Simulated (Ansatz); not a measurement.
# Work function of Ag(100): what the settings cost and change, part 2 of 2

Aim: the numerical settings behind the work function of Ag(100), with the cost of each.

Ansatz 0.2.0; plane-wave DFT, PBE, Ansatz PAW.

So far. Step 6 (Slab): The work function is 4.195 eV, -0.101 eV from the run “cutoff 420 eV”, at 0.064 times its CPU time. Step 7 (Run): The work function is 4.264 eV, -0.032 eV from the run “cutoff 420 eV”, at 0.16 times its CPU time.

### Step 8. Slab

input.yaml reads:

```yaml
crystal:
  lattice:
    - [2.8920667351, 0.0, 0.0]
    - [0.0, 2.8920667351, 0.0]
    - [0.0, 0.0, 30.27]
  atoms:
    - { symbol: Ag, position: [0.0, 0.0, 0.2973240833] }
    - { symbol: Ag, position: [0.5, 0.5, 0.3648827222] }
    - { symbol: Ag, position: [0.0, 0.0, 0.4324413611] }
    - { symbol: Ag, position: [0.5, 0.5, 0.5] }
    - { symbol: Ag, position: [0.0, 0.0, 0.5675586389] }
    - { symbol: Ag, position: [0.5, 0.5, 0.6351172778] }
    - { symbol: Ag, position: [0.0, 0.0, 0.7026759167] }
kpoints:
  mp_grid: { grid: [9, 9, 1] }
hamiltonian:
  xc: pbe
scf:
  occupations: { method: fermi_dirac, width: 0.1 }
  convergence: { dr2_threshold: 1.0e-09 }
efield:
  axis: 3
  dipole_correction: true
  ramp_position: 0.97
  ramp_width: 0.06
output:
  write_potential: true
  write_density: true
  volumetric_format: npy
```

Started as:

```bash
ansatz run input.yaml --threads 2 --pin off --max-ram 3072MiB --backend cpu --events-out ev --progress --plain --runs-dir out
```

Numbers of over 12 decimals in the logs are rounded to 6 here.

The log of the run:

```text
[...]
Crystal: 7 atoms, lattice volume = 253.180 Å³
Basis set: ecut = 420 eV, 4929 PW (Γ)
Bands: 80, of which v1, the nominal top of the filled ones, is band 67 counted from 1 (66 counted from 0)
Symmetry: 8 space group operations
k-points: 15 of 81
[...]
k-point 0: bands = [... 63 lower, 2.9709, 2.9829, 3.1112, 3.1112, 3.4618, 5.0422, 6.5610, 7.3617, ... 9 higher]
  k-point 1: bands = [... 63 lower, 2.8969, 2.9426, 3.0296, 3.1052, 3.9785, 5.4938, 6.9930, 7.9014, ... 9 higher]
  k-point 2: bands = [... 63 lower, 2.9636, 3.0094, 3.0456, 3.4920, 4.8516, 6.4568, 8.0303, 9.1788, ... 9 higher]
  k-point 14: bands = [... 63 lower, 7.0735, 7.9728, 8.2010, 9.1142, 9.1429, 10.3574, 10.4098, 11.6006, ... 9 higher]
[key lines of the parts left out:]
SCF converged after 9 iterations
Free energy (F): -53133.022046 eV
Fermi energy:    5.949498 eV
Dipole field:    D = 0.000000 V/Å  (p = 0.000000 e·Å, saw-weighted, corrected)
Work function:   Φ+ = 4.2959 eV   Φ− = 4.2959 eV
```

Wall time 42 s (2 threads of Arm Neoverse N1, shared host); peak memory 0.66 GiB; 74 s of CPU time.

The work function is 4.296 eV, +0.000 eV from the run “cutoff 420 eV”, at 0.43 times its CPU time.

### Step 9. Slab

Changes to input.yaml since step 8:

```diff
@@ -14,3 +14,3 @@
 kpoints:
-  mp_grid: { grid: [9, 9, 1] }
+  mp_grid: { grid: [21, 21, 1] }
 hamiltonian:
```

The log of the run:

```text
[...]
Crystal: 7 atoms, lattice volume = 253.180 Å³
Basis set: ecut = 420 eV, 4929 PW (Γ)
Bands: 80, of which v1, the nominal top of the filled ones, is band 67 counted from 1 (66 counted from 0)
Symmetry: 8 space group operations
k-points: 66 of 441
[...]
k-point 0: bands = [... 63 lower, 2.9597, 2.9760, 3.1184, 3.1184, 3.4651, 5.0463, 6.5567, 7.3639, ... 9 higher]
  k-point 1: bands = [... 63 lower, 2.9564, 2.9705, 3.0442, 3.1202, 3.5971, 5.1402, 6.6411, 7.4698, ... 9 higher]
  k-point 2: bands = [... 63 lower, 2.9054, 2.9222, 3.0174, 3.1158, 3.8745, 5.3896, 6.8804, 7.7689, ... 9 higher]
  k-point 65: bands = [... 63 lower, 7.7176, 7.9518, 8.6647, 8.9154, 9.9187, 10.2166, 11.2925, 11.6928, ... 9 higher]
[key lines of the parts left out:]
SCF converged after 9 iterations
Free energy (F): -53132.998901 eV
Fermi energy:    5.952347 eV
Dipole field:    D = -0.000000 V/Å  (p = -0.000000 e·Å, saw-weighted, corrected)
Work function:   Φ+ = 4.2902 eV   Φ− = 4.2902 eV
```

It took 2.9 min on 2 threads; peak memory 1.4 GiB; 5.3 min of CPU time.

The work function is 4.290 eV, -0.006 eV from the run “cutoff 420 eV”, at 1.9 times its CPU time.

### Step 10. Run

Changes to input.yaml since step 9:

```diff
@@ -14,3 +14,3 @@
 kpoints:
-  mp_grid: { grid: [21, 21, 1] }
+  mp_grid: { grid: [14, 14, 1] }
 hamiltonian:
@@ -18,3 +18,3 @@
 scf:
-  occupations: { method: fermi_dirac, width: 0.1 }
+  occupations: { method: gaussian, width: 0.05 }
   convergence: { dr2_threshold: 1.0e-09 }
```

The log of the run:

```text
[...]
Crystal: 7 atoms, lattice volume = 253.180 Å³
Basis set: ecut = 420 eV, 4929 PW (Γ)
Bands: 80, of which v1, the nominal top of the filled ones, is band 67 counted from 1 (66 counted from 0)
Symmetry: 8 space group operations
k-points: 36 of 196
[...]
k-point 0: bands = [... 63 lower, 2.9506, 2.9782, 3.1370, 3.1370, 3.4730, 5.0532, 6.5500, 7.3697, ... 9 higher]
  k-point 1: bands = [... 63 lower, 2.9304, 2.9825, 3.0053, 3.1369, 3.7341, 5.2558, 6.7373, 7.6041, ... 9 higher]
  k-point 2: bands = [... 63 lower, 2.9190, 3.0551, 3.0614, 3.1113, 4.2194, 5.7466, 7.2377, 8.2256, ... 9 higher]
  k-point 35: bands = [... 63 lower, 7.9146, 7.9146, 8.8716, 8.8716, 10.1785, 10.1785, 11.6588, 11.6588, ... 9 higher]
[key lines of the parts left out:]
SCF converged after 9 iterations
Free energy (F): -53132.961418 eV
Fermi energy:    5.930282 eV
Dipole field:    D = 0.000000 V/Å  (p = 0.000000 e·Å, saw-weighted, corrected)
Work function:   Φ+ = 4.3018 eV   Φ− = 4.3018 eV
```

Run time: 93 s. Hardware: 2 threads; peak memory 0.96 GiB; 2.8 min of CPU time.

The work function is 4.302 eV, +0.006 eV from the run “cutoff 420 eV”, at 0.99 times its CPU time.

### Step 11. Run

Changes to input.yaml since step 10:

```diff
@@ -18,3 +18,3 @@
 scf:
-  occupations: { method: gaussian, width: 0.05 }
+  occupations: { method: methfessel_paxton, width: 0.2 }
   convergence: { dr2_threshold: 1.0e-09 }
```

The log of the run:

```text
[...]
Crystal: 7 atoms, lattice volume = 253.180 Å³
Basis set: ecut = 420 eV, 4929 PW (Γ)
Bands: 80, of which v1, the nominal top of the filled ones, is band 67 counted from 1 (66 counted from 0)
Symmetry: 8 space group operations
k-points: 36 of 196
[...]
k-point 0: bands = [... 63 lower, 2.9558, 2.9817, 3.1388, 3.1388, 3.4753, 5.0551, 6.5531, 7.3715, ... 9 higher]
  k-point 1: bands = [... 63 lower, 2.9350, 2.9849, 3.0080, 3.1389, 3.7364, 5.2578, 6.7403, 7.6059, ... 9 higher]
  k-point 2: bands = [... 63 lower, 2.9216, 3.0580, 3.0642, 3.1133, 4.2218, 5.7487, 7.2407, 8.2274, ... 9 higher]
  k-point 35: bands = [... 63 lower, 7.9151, 7.9151, 8.8738, 8.8738, 10.1812, 10.1812, 11.6618, 11.6618, ... 9 higher]
[key lines of the parts left out:]
SCF converged after 9 iterations
Free energy (F): -53132.959427 eV
Fermi energy:    5.936644 eV
Dipole field:    D = -0.000000 V/Å  (p = -0.000000 e·Å, saw-weighted, corrected)
Work function:   Φ+ = 4.2932 eV   Φ− = 4.2932 eV
```

Run time: 94 s. Hardware: 2 threads; peak memory 0.96 GiB.

The work function is 4.293 eV, -0.003 eV from the run “cutoff 420 eV”, at 1.0 times its CPU time.

### Step 12. Slab

Changes to input.yaml since step 11:

```diff
@@ -18,3 +18,3 @@
 scf:
-  occupations: { method: methfessel_paxton, width: 0.2 }
+  occupations: { method: fermi_dirac, width: 0.3 }
   convergence: { dr2_threshold: 1.0e-09 }
```

The log of the run:

```text
band count auto-derived: 88 (N_el = 133.0; filled up to band 67; 80 by the electrons, moments and atoms)
[...]
Crystal: 7 atoms, lattice volume = 253.180 Å³
Basis set: ecut = 420 eV, 4929 PW (Γ)
Bands: 88, of which v1, the nominal top of the filled ones, is band 67 counted from 1 (66 counted from 0)
Symmetry: 8 space group operations
k-points: 36 of 196
[...]
k-point 0: bands = [... 63 lower, 2.9447, 2.9596, 3.0979, 3.0979, 3.4498, 5.0333, 6.5493, 7.3523, ... 17 higher]
  k-point 1: bands = [... 63 lower, 2.9186, 2.9517, 2.9775, 3.0995, 3.7102, 5.2362, 6.7355, 7.5858, ... 17 higher]
  k-point 2: bands = [... 63 lower, 2.8903, 3.0273, 3.0399, 3.0742, 4.1958, 5.7276, 7.2338, 8.2061, ... 17 higher]
  k-point 35: bands = [... 63 lower, 7.8718, 7.8718, 8.8484, 8.8484, 10.1583, 10.1583, 11.6378, 11.6378, ... 17 higher]
[key lines of the parts left out:]
SCF converged after 9 iterations
Free energy (F): -53133.252054 eV
Fermi energy:    5.917601 eV
Dipole field:    D = -0.000000 V/Å  (p = -0.000000 e·Å, saw-weighted, corrected)
Work function:   Φ+ = 4.3407 eV   Φ− = 4.3407 eV
```

It took 1.8 min on 2 threads; peak memory 1.1 GiB.

The work function is 4.341 eV, +0.045 eV from the run “cutoff 420 eV”, at 1.2 times its CPU time.

### Step 13. Run

Changes to input.yaml since step 12:

```diff
@@ -18,3 +18,3 @@
 scf:
-  occupations: { method: fermi_dirac, width: 0.3 }
+  occupations: { method: cold, width: 0.1 }
   convergence: { dr2_threshold: 1.0e-09 }
```

The log of the run:

```text
[...]
Crystal: 7 atoms, lattice volume = 253.180 Å³
Basis set: ecut = 420 eV, 4929 PW (Γ)
Bands: 80, of which v1, the nominal top of the filled ones, is band 67 counted from 1 (66 counted from 0)
Symmetry: 8 space group operations
k-points: 36 of 196
[...]
k-point 0: bands = [... 63 lower, 2.9571, 2.9865, 3.1463, 3.1463, 3.4798, 5.0591, 6.5531, 7.3752, ... 9 higher]
  k-point 1: bands = [... 63 lower, 2.9374, 2.9909, 3.0138, 3.1462, 3.7409, 5.2617, 6.7406, 7.6097, ... 9 higher]
  k-point 2: bands = [... 63 lower, 2.9270, 3.0636, 3.0682, 3.1207, 4.2262, 5.7524, 7.2413, 8.2314, ... 9 higher]
  k-point 35: bands = [... 63 lower, 7.9246, 7.9246, 8.8792, 8.8792, 10.1864, 10.1864, 11.6663, 11.6663, ... 9 higher]
[key lines of the parts left out:]
SCF converged after 9 iterations
Free energy (F): -53132.959558 eV
Fermi energy:    5.940006 eV
Dipole field:    D = -0.000000 V/Å  (p = -0.000000 e·Å, saw-weighted, corrected)
Work function:   Φ+ = 4.2837 eV   Φ− = 4.2837 eV
```

The job ended after 92 s (2 threads; peak memory 0.96 GiB).

The work function is 4.284 eV, -0.012 eV from the run “cutoff 420 eV”, at 0.98 times its CPU time.

### Step 14. The series together

Times are for 2 threads of Arm Neoverse N1, shared host. The runs compared:

| no. | setting | work function, upper face (eV) | time | memory (GiB) |
| --- | --- | --- | --- | --- |
| 1 | cutoff 200 eV | 4.802 | 47 s | 0.48 |
| 2 | cutoff 300 eV | 4.298 | 71 s | 0.68 |
| 3 | cutoff 420 eV | 4.296 | 95 s | 0.96 |
| 4 | cutoff 600 eV | 4.295 | 2.7 min | 1.5 |
| 5 | mesh 2x2 | 4.195 | 8.7 s | 0.48 |
| 6 | mesh 5x5 | 4.264 | 19 s | 0.51 |
| 7 | mesh 9x9 | 4.296 | 42 s | 0.66 |
| 8 | mesh 21x21 | 4.290 | 2.9 min | 1.4 |
| 9 | Gaussian smearing 0.05 eV | 4.302 | 93 s | 0.96 |
| 10 | methfessel_paxton smearing 0.2 eV | 4.293 | 94 s | 0.96 |
| 11 | fermi_dirac smearing 0.3 eV | 4.341 | 1.8 min | 1.1 |
| 12 | cold smearing 0.1 eV | 4.284 | 92 s | 0.96 |

### Step 15. The same run with other settings

An input spoilt on purpose, to show how the run answers: it repeats the earlier run “cutoff 200 eV” with efield.amplitude to 0 and efield.dipole_correction from true to false, and scf.max_iter set to 100; its output block differs too.

Changes to input.yaml since step 13:

```diff
@@ -18,9 +18,13 @@
 scf:
-  occupations: { method: cold, width: 0.1 }
+  occupations: { method: fermi_dirac, width: 0.1 }
   convergence: { dr2_threshold: 1.0e-09 }
+  max_iter: 100
 efield:
   axis: 3
-  dipole_correction: true
+  dipole_correction: false
   ramp_position: 0.97
   ramp_width: 0.06
+  amplitude: 0
+basis:
+  ecutwfc: "200 eV"
 output:
```

The log of the run:

```text
Error: invalid value for `efield.amplitude`: is zero with dipole_correction: false — the section would apply nothing; set a non-zero amplitude, enable dipole_correction, or remove the block
```

Elapsed: 0.03 s, on 2 threads; peak memory 0.06 GiB.

The program refused the input before any cycle.

The program's message: “Error: invalid value for `efield.amplitude`: is zero with dipole_correction: false — the section would apply nothing; set a non-zero amplitude, enable dipole_correction, or remove the block”

The fault put into the input: a field block that applies nothing.

### Step 16. Outcome

- work function, cutoff 200 eV: 4.802 eV
- work function, cutoff 420 eV: 4.296 eV
- work function, cutoff 600 eV: 4.295 eV
- work function, mesh 2x2: 4.195 eV

What this shows: The run at the highest cutoff gives 4.30 eV, and the settings tried spread the value from 4.20 to 4.80 eV. Against 600 eV, a cutoff of 200 eV is off by +0.507 eV. Against 600 eV, a cutoff of 420 eV is off by +0.000 eV. Against the finest mesh, 21 points along a, the coarser ones are off by -0.10 (2), -0.03 (5) and +0.01 (9) eV. The smearing schemes and widths spread it over 0.06 eV. The program marks the value as in doubt in “cutoff 200 eV”. The ladder's slabs use the tabulated experimental lattice constant (two decimals; a low-temperature value for the alkali metals). In 1 run of the series (cutoff 200 eV) the program warns that electrons reach the sawtooth's ramp, which makes dipole and work function less sure.

Calculation against experiment:

```
                                               quantity  measured    cutoff 600 eV
work function (clean (100) face, a compiled value) (eV)      4.36  4.30 (-0.06 eV)
```

Measured values from arxiv:1902.07811 (2019).

Verdict: The work function is off by -0.06 eV: good agreement. The grades are ours: good and fair within 3 and 7 % for the work function. No cell relaxation is part of this session.

[Logs are printed without paths, hosts, clocks, repeated set-up lines and the standing remarks that a program may print on its own settings, such as how far it seeks lower states.]

[Hosts, paths, dates, database ids (printed as entryN), source tags and the programs' standing remarks are cut or masked in the printed files.]

[Maps of the electrostatic potential energy from Ansatz leave out the sawtooth potential of an applied field or a dipole correction, so their vacuum need not be flat; planar profiles and work functions include it.]
